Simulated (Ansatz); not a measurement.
# Phonons of MgO (Periclase, Fm-3m) against volume

Wanted: mode Grüneisen parameters of MgO (Periclase, Fm-3m).

Method: DFT LDA, scalar-relativistic, plane waves, PAW; PAW set soft_1, in Ansatz 0.2.0.

The database entry behind the starting cell differs from later determinations by our own check (about 0.1 % long), so it need not match the best structure at ambient conditions.

## 1. Starting point

It takes space group Fm-3m (No. 225, cubic). The conventional cell has a = 4.161 Å, b = 4.161 Å, c = 4.161 Å, α = 90.00°, β = 90.00°, γ = 90.00°. Nearest to Mg lie 6 O at 2.08 Å. O has 6 Mg at 2.08 Å nearest. Farther neighbours and most contacts between anions are not listed.

## 2. The dispersion

The cell comes from relaxations at this level that are not shown. Stability and thermal properties need the whole zone. Linear response on a 4×4×4 q mesh gives force constants as far as a supercell of that size would, and the tensors from the zone-centre run are typed in so that the long-range dipole term is interpolated apart.

File input.yaml:

```yaml
crystal:
  lattice:
    - [0.0, 2.0803324556, 2.0803324556]
    - [2.0803324556, 0.0, 2.0803324556]
    - [2.0803324556, 2.0803324556, 0.0]
  atoms:
    - { symbol: Mg, position: [0.0, 0.0, 0.0] }
    - { symbol: O, position: [0.5, 0.5, 0.5] }
kpoints:
  mp_grid: { grid: [8, 8, 8] }
hamiltonian:
  xc: lda
  pseudopotentials: { kind: paw, azcp: { folder: soft_1 }, xc_functional: pbe }
scf:
  occupations: { method: fixed }
output:
  eigenvalues: true
phonons:
  method: dfpt
  qmesh: [4, 4, 4]
  temperatures: { t_max: 1000, t_step: 50 }
  qpath:
    path:
      - [[0.0, 0.0, 0.0], [0.5, 0.0, 0.5], [0.625, 0.25, 0.625]]
      - [[0.375, 0.375, 0.75], [0.0, 0.0, 0.0], [0.5, 0.5, 0.5], [0.5, 0.25, 0.75], [0.5, 0.0, 0.5]]
    npoints: 10
  non_analytic_term:
    high_frequency_dielectric_tensor: [[3.1833, 0.0, 0.0], [0.0, 3.1833, 0.0], [0.0, 0.0, 3.1833]]
    born_effective_charges:
      - { species: Mg, tensor: [[1.968, 0.0, 0.0], [0.0, 1.968, 0.0], [0.0, 0.0, 1.968]] }
      - { species: O, tensor: [[-1.968, 0.0, 0.0], [0.0, -1.968, 0.0], [0.0, 0.0, -1.968]] }
    source: "zone-centre run at this cell"
```

The run is started by

```sh
$ ansatz run input.yaml --threads 4 --pin off --max-ram 10240MiB --backend cpu --events-out ev --progress --plain --runs-dir out
```

Numbers of over 12 decimals in the logs are rounded to 6 here.

The program printed:

```text
Engine: ansatz 0.2.0, aarch64-unknown-linux-gnu
Pseudopotentials: kind: paw
Pseudopotential: Mg, paw, valence charge 10, recommended cutoff 420 eV (normal), soft_1/Mg.paw.azcp
Pseudopotential: O, paw, valence charge 6, recommended cutoff 420 eV (normal), soft_1/O.paw.azcp
Functional definition: SPW92
  exchange = slater_x
  correlation = pw_c
Crystal: 2 atoms, lattice volume = 18.006 Å³
Basis set: ecut = 420 eV, 339 PW (Γ), exchange–correlation on 40×40×40 points (8 copies of the dense FFT grid, shifted against one another)
Bands: 12, of which v1, the nominal top of the filled ones, is band 8 counted from 1 (7 counted from 0)
Symmetry: 48 space group operations
k-points: 29 of 512
Non-local potential: Mg, projectors of the file, l = 0: 3, l = 1: 2, l = 2: 1
Non-local potential: O, projectors of the file, l = 0: 2, l = 1: 2, l = 2: 1
PAW form: soft (Blöchl's): semilocal exchange-correlation on the pseudo side does not see the compensation charge
PAW frozen core: Mg, regenerated for the run's functional, and the local potential with it (the file was generated under x = pbe(κ = 0.804, μ = 0.219515), c = pbe(β = 0.066725))
PAW frozen core: O, regenerated for the run's functional, and the local potential with it (the file was generated under x = pbe(κ = 0.804, μ = 0.219515), c = pbe(β = 0.066725))
PAW one-centre angular grid: Mg, 110 points (default); XC on 64 Gauss nodes
PAW one-centre angular grid: O, 110 points (default); XC on 64 Gauss nodes
Initial density: superposition of atomic densities (chi_scale 0.1, normalization cell, long waves kept (reshape's long-wave potential 0.00 eV rms))
Initial wavefunctions: pseudopotential atomic-orbital guess
Functional: x = slater, c = lda
SCF iter   1: F=—  HF=-2460.106123 eV  |F-HF|=—  |Δ(HF+E_count)|=         —  Δρ=6.81e-2  dr2=4.35e-1  ethr=3.10e-3  ⟨swp⟩=4.4  Hψ=1861  notcnv=0  defer=33
preconditioner: auto → none  [insulator: Δε(μ)=4.816 eV  Ē_g=18.551 eV  n_scr=8 (ndim 8)  ℏωp=24.8 eV  f_vac=0.000  ε∞_Penn≈2.8]
SCF iter   2: F=—  HF=-2460.042694 eV  |F-HF|=—  |Δ(HF+E_count)|=   6.34e-2  Δρ=2.62e-2  dr2=7.47e-2  ethr=2.72e-3  ⟨swp⟩=2.7  Hψ=708  notcnv=0  defer=48
SCF iter   3: F=—  HF=-2460.064871 eV  |F-HF|=—  |Δ(HF+E_count)|=   2.22e-2  Δρ=1.17e-2  dr2=1.42e-2  ethr=4.67e-4  ⟨swp⟩=2.7  Hψ=578  notcnv=0  defer=55
SCF iter   4: F=—  HF=-2460.062355 eV  |F-HF|=—  |Δ(HF+E_count)|=   2.52e-3  Δρ=2.99e-3  dr2=1.32e-3  ethr=8.89e-5  ⟨swp⟩=2.1  Hψ=517  notcnv=0  defer=56
SCF iter   5: F=—  HF=-2460.062345 eV  |F-HF|=—  |Δ(HF+E_count)|=   1.01e-5  Δρ=5.72e-4  dr2=4.47e-5  ethr=8.28e-6  ⟨swp⟩=2.3  Hψ=521  notcnv=0  defer=56
SCF iter   6: F=—  HF=-2460.062358 eV  |F-HF|=—  |Δ(HF+E_count)|=   1.34e-5  Δρ=5.65e-5  dr2=3.28e-7  ethr=2.80e-7  ⟨swp⟩=2.2  Hψ=468  notcnv=0  defer=1
SCF iter   7: F=—  HF=-2460.062360 eV  |F-HF|=—  |Δ(HF+E_count)|=   1.77e-6  Δρ=4.22e-6  dr2=1.08e-9  ethr=2.05e-9  ⟨swp⟩=2.0  Hψ=579  notcnv=0
SCF iter   8: F=—  HF=-2460.062360 eV  |F-HF|=—  |Δ(HF+E_count)|=  3.92e-10  Δρ=3.89e-7  dr2=1.49e-11  ethr=6.76e-12  ⟨swp⟩=2.6  Hψ=565  notcnv=0
SCF iter   9: F=-2460.062360 eV  HF=-2460.062360 eV  |F-HF|=0.00e0  |Δ(HF+E_count)|=  6.37e-12  Δρ=1.91e-8  dr2=1.75e-14  ethr=1.00e-12  ⟨swp⟩=6.1  Hψ=1673  notcnv=0
SCF 1 converged in 9 iterations: F = -2460.062360 eV  dr2 = 1.75e-14
  greatest PAW one-centre occupation: 1.000 electrons in one spin orbital (limit 2), on the Mg atom at site 0 (counted from 0), in its partial waves of l = 1
NSCF: frozen V_eff on 29 k-points
NSCF: frozen V_eff on 59 k-points
DFPT response loops at q = (0, 0, 0) (fractional): preconditioner auto → none (the input reference at scf.mixing.eps_inf says where Resta's filter doesn't serve); β = 0.50; Broyden in place of MSR1
NSCF: frozen V_eff on 576 k-points
DFPT response loops at q = (0, 0, 0.25) (fractional): mixed as the last ones told, above
NSCF: frozen V_eff on 300 k-points
DFPT response loops at q = (0, 0, -0.5) (fractional): mixed as the last ones told, above
NSCF: frozen V_eff on 328 k-points
DFPT response loops at q = (0, 0.25, 0.25) (fractional): mixed as the last ones told, above
NSCF: frozen V_eff on 1024 k-points
DFPT response loops at q = (0, 0.25, -0.5) (fractional): mixed as the last ones told, above
NSCF: frozen V_eff on 576 k-points
DFPT response loops at q = (0, 0.25, -0.25) (fractional): mixed as the last ones told, above
NSCF: frozen V_eff on 190 k-points
DFPT response loops at q = (0, -0.5, -0.5) (fractional): mixed as the last ones told, above
NSCF: frozen V_eff on 328 k-points
DFPT response loops at q = (0.25, -0.5, -0.25) (fractional): mixed as the last ones told, above
SCF converged after 9 iterations
Free energy (F): -2460.062360 eV
Harris-Foulkes:  -2460.062360 eV  (|F-HF|=0.00e0)
Internal energy: -2460.062360 eV  (E = F + TS)
E sigma→0 (E₀):  -2460.062360 eV
Fermi energy:    8.145138 eV
--- Per-component energies (eV) ---
  E_band       = -289.093730
  E_kinetic    = 243.460950
  E_local      = -1668.331076  (includes V_loc(G=0)·N_el)
  E_nonlocal   = 249.451115
  E_hartree    = 551.050139
  E_xc         = -99.495878
  E_vxc        = -128.368854  (∫ρ·V_xc dr)
  E_paw        = -431.151481  (= ΣΔE_a)
  E_vpaw       = -87.406976  (= ΣTr[D̂ρ^β])
  E_aug_tail   = 0.000831  (compensation charges beyond the density's cutoff)
  E_ewald      = -1305.294361
  E_core_change = 0.247401  (= ΣΔE_core)
  E_smearing   = -0.000000  (= −TS)
  E_closure    = -0.000000  (closes the sum)
  Σ components = -2460.062360   (vs F -2460.062360, Δ=0.00e0)
--- Band table (eV; the first three rows and the last of 29) ---
  k-point 0: bands = [... 4 lower, -9.0480, 8.1451, 8.1451, 8.1451, 13.1739, 23.8866, 23.8866, 23.8866]
  k-point 1: bands = [... 4 lower, -8.8604, 7.1699, 8.0345, 8.0345, 14.0729, 22.2221, 24.2619, 24.2619]
  k-point 2: bands = [... 4 lower, -8.3711, 5.3894, 7.7793, 7.7793, 15.4695, 20.7375, 24.8150, 24.8150]
  k-point 28: bands = [... 4 lower, -7.2431, 5.0449, 5.0449, 6.2761, 19.8487, 19.8487, 20.4671, 23.8941]
--- Phonons (Γ-DFPT): 2 representative perturbations + reference (Σ response iterations 6) ---
  ASR residual: 1.036e-5 → 0.000e0 eV/Å²; symmetrization residual: 5.791e-7 eV/Å²
  ASR residual per site (eV/Å²): 1.04e-5 4.03e-6
  Γ frequencies (cm⁻¹): 0.00 0.00 0.00 407.07 407.07 407.07
--- Phonons (arbitrary-q DFPT): 8 irreducible q on the 4×4×4 mesh ---
  q = [0.0000, 0.0000, 0.0000] (star 1, of the zone-centre solve; hermiticity 1.97e-7, symmetrization 4.27e-13): 0.00 0.00 0.00 407.07 407.07 407.07
  q = [0.0000, 0.0000, 0.2500] (star 8, 2 solved perturbations on 288 of 512 k-point pairs; hermiticity 2.10e-7, symmetrization 6.55e-8): 186.91 186.91 329.38 396.81 396.81 680.41
  q = [0.0000, 0.0000, -0.5000] (star 4, 2 solved perturbations on 150 of 512 k-point pairs; hermiticity 3.84e-7, symmetrization 1.92e-7): 283.35 283.35 369.19 369.19 550.85 574.44
  q = [0.0000, 0.2500, 0.2500] (star 6, 4 solved perturbations in 528 linear systems a pass and spin channel, the states on 164 of 512 k-point pairs; hermiticity 1.19e-7, symmetrization 2.29e-8): 218.38 218.38 334.09 431.16 431.16 624.25
  q = [0.0000, 0.2500, -0.5000] (star 24, 4 solved perturbations in 1600 linear systems a pass and spin channel, the states on 512 of 512 k-point pairs; hermiticity 1.49e-7, symmetrization 1.16e-8): 284.14 334.59 419.37 445.54 453.72 560.18
  q = [0.0000, 0.2500, -0.2500] (star 12, 4 solved perturbations in 904 linear systems a pass and spin channel, the states on 288 of 512 k-point pairs; hermiticity 1.48e-7, symmetrization 1.41e-8): 273.82 323.05 378.37 418.74 467.69 591.27
  q = [0.0000, -0.5000, -0.5000] (star 3, 4 solved perturbations in 308 linear systems a pass and spin channel, the states on 95 of 512 k-point pairs; hermiticity 1.07e-7, symmetrization 9.94e-9): 291.76 291.76 431.02 456.22 456.22 552.67
  q = [0.2500, -0.5000, -0.2500] (star 6, 4 solved perturbations in 502 linear systems a pass and spin channel, the states on 164 of 512 k-point pairs; hermiticity 1.05e-7, symmetrization 3.14e-8): 352.09 380.71 380.71 448.04 505.59 505.59
  sum rule: each row above includes the acoustic sum rule's correction from the zone centre's row sums; it moved no ω² by more than (0.34 cm⁻¹)²
  mesh force constants: q→R imaginary residual 2.12e-18; ASR residual 1.036e-5 → 0.000e0 eV/Å²; symmetrization residual 5.329e-15 eV/Å²
  interpolated dispersion: 63 rows × 6 modes
  density of states and harmonic sums: on the 28×28×28 q-mesh, interpolated from the force constants of a 4×4×4 supercell (with the dipole–dipole term of supplied tensors)
  largest difference from the sums on the solved wave vectors: F 7.67e-3 eV, S 1.18e-5 and C_V 3.95e-6 eV/K
  zero-point energy: 0.149844 eV/cell   skipped modes (ω ≤ 0): 3   left out of the sums: 2.28e-5 of the cell's modes: C_V's classical limit lies that fraction below 3 k_B per atom; for a crystal, a wire or a layer, F and S can be off by more, and a phonons.interpolated_qmesh denser along its periods is the remedy for the sampling
```

It took 17 s on 4 threads of Arm Neoverse V2, shared host; peak memory 0.54 GiB.

The column dr2 measures how far the density is from self-consistency, as an energy; F and HF (Harris–Foulkes) agree once it is small.

Numbers from this step:

```
gap on the k-mesh                                       : 5.029 eV
volume per atom                                         : 9.003 Å³
sum-rule residual before enforcement                    : 1.04e-5 eV/Å²
lowest frequency on the path                            : 0 cm⁻¹
point group                                             : m-3m
highest frequency on the path or at a solved wavevector : 714.4 cm⁻¹
mean frequency                                          : 402.9 cm⁻¹
Debye temperature (second moment)                       : 778 K
logarithmic mean frequency                              : 384.5 cm⁻¹
highest optical mode at the zone centre (no LO-TO term) : 407.1 cm⁻¹
lowest optical zone-centre mode                         : 407.1 cm⁻¹
lowest mode on the q mesh (acoustic modes at Γ apart)   : 186.9 cm⁻¹
zero-point energy per atom                              : 74.92 meV
heat capacity at 300 K                                  : 18.31 J/(mol atoms K)
vibrational entropy at 300 K                            : 13.40 J/(mol atoms K)
```

Frequencies (cm⁻¹) solved at each irreducible wavevector; negative means imaginary. Frequencies by wavevector, by row:

```csv
q in reciprocal lattice units,star,mode 1,mode 2,mode 3,mode 4,mode 5,mode 6
0 0 0,1,0,0,0,407.1,407.1,407.1
0 0 0.25,8,186.9,186.9,329.4,396.8,396.8,680.4
0 0 -0.5,4,283.4,283.4,369.2,369.2,550.9,574.4
0 0.25 0.25,6,218.4,218.4,334.1,431.2,431.2,624.2
0 0.25 -0.5,24,284.1,334.6,419.4,445.5,453.7,560.2
0 0.25 -0.25,12,273.8,323.1,378.4,418.7,467.7,591.3
0 -0.5 -0.5,3,291.8,291.8,431,456.2,456.2,552.7
0.25 -0.5 -0.25,6,352.1,380.7,380.7,448,505.6,505.6
```

Symmetry leaves 8 wavevectors to solve. The lowest mode among them, the acoustic zeros apart, lies at q = (0, 0, 0.25) and is real, 187 cm⁻¹.

## 3. Relaxing at another volume, volume ratio 0.97

The volume is scaled by 0.97 and held; symmetry leaves nothing to relax, so this is a single point. The modes can then be followed against volume.

input.yaml, the sections that differ from step 2:

```yaml
crystal:
  lattice:
    - [0.0, 2.0593175597, 2.0593175597]
    - [2.0593175597, 0.0, 2.0593175597]
    - [2.0593175597, 2.0593175597, 0.0]
  atoms:
    - { symbol: Mg, position: [0.0, 0.0, 0.0] }
    - { symbol: O, position: [0.5, 0.5, 0.5] }
output:
  forces: true
  stress: true
  eigenvalues: true
# kpoints, hamiltonian, scf: as in step 2
# phonons: removed
```

The program printed:

```text
[...]
Crystal: 2 atoms, lattice volume = 17.466 Å³
Basis set: ecut = 420 eV, 331 PW (Γ)
Bands: 12, of which v1, the nominal top of the filled ones, is band 8 counted from 1 (7 counted from 0)
Symmetry: 48 space group operations
[...]
k-points: 29 of 512
[...]
--- Band table (eV; the first three rows and the last of 29) ---
  k-point 0: bands = [... 4 lower, -8.8188, 8.5424, 8.5424, 8.5424, 13.8875, 24.4491, 24.4491, 24.4491]
  k-point 1: bands = [... 4 lower, -8.6211, 7.5559, 8.4255, 8.4255, 14.7810, 22.7742, 24.8425, 24.8425]
  k-point 2: bands = [... 4 lower, -8.1038, 5.7275, 8.1569, 8.1569, 16.1565, 21.3275, 25.4580, 25.4580]
  k-point 28: bands = [... 4 lower, -6.9108, 5.3425, 5.3425, 6.6142, 20.4501, 20.4501, 21.2421, 24.7064]
[key lines of the parts left out:]
SCF converged after 7 iterations
Free energy (F): -2460.053113 eV
Fermi energy:    8.542389 eV
P = ⅓ Tr σ = 5.5669 GPa (55.669 kbar)
```

Elapsed: 0.23 s, on 4 threads; peak memory 0.25 GiB.

This step gave:

```yaml
pressure: 5.567 GPa
gap_on_the_k_mesh: 5.345 eV
volume_per_atom: 8.733 Å³
direct_gap_on_mesh: 5.345 eV
```

At this level the gap is 5.35 eV on the k-mesh of the self-consistent run, which can miss the band edges.

(Part 1 of 2 ends here.)

[Logs are printed without paths, hosts, clocks, repeated set-up lines and the standing remarks that a program may print on its own settings, such as how far it seeks lower states.]

[Hosts, paths, dates, database ids (printed as entryN), source tags and the programs' standing remarks are cut or masked in the printed files.]
